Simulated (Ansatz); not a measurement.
In doubt: one-shot GW on d or f shells is unsure, so the values of those runs are not to be relied on.

Rows from a G0W0 calculation on BaCu2SnS4 (P3_121) (Ansatz 0.2.0; G0W0 on LDA, plane waves, PAW; 6×6×2 mesh, 691 empty bands, screening to 66 eV), in eV. Spin-orbit coupling is left out.

```csv
row,k,band,start,Σx,Σc at the solution,Vxc
A,Γ,c2,8.645,-13.811,-2.859,-17.404
B,Γ,v1,7.336,-31.568,4.505,-26.955
C,Γ,c1,7.612,-11.493,-2.777,-15.006
```

Work out each quasiparticle level and how far it moved.

The quasiparticle equation reads E = start + Σx + Σc(E) − Vxc.

```csv
row,E (eV),shift (eV)
A,9.379,+0.734
B,7.228,−0.108
C,8.349,+0.737
```

Limits: not at the basis limit; d shell near the gap, gap tends to lie low; no spin-orbit coupling; coarse k mesh.

[Paths, hosts, dates, memory and timing lines, banners, echoed tables and standing remarks are left out of the program output.]

[Logs are printed without paths, hosts, clocks, repeated set-up lines and the standing remarks that a program may print on its own settings, such as how far it seeks lower states.]

[Runs of the session that timed out or met a known fault of the program may be left out.]

[Cells called generated may have been cut or substituted from an entry of the Crystallography Open Database or the Materials Project.]

[Hosts, paths, dates, database ids (printed as entryN), source tags and the programs' standing remarks are cut or masked in the printed files.]
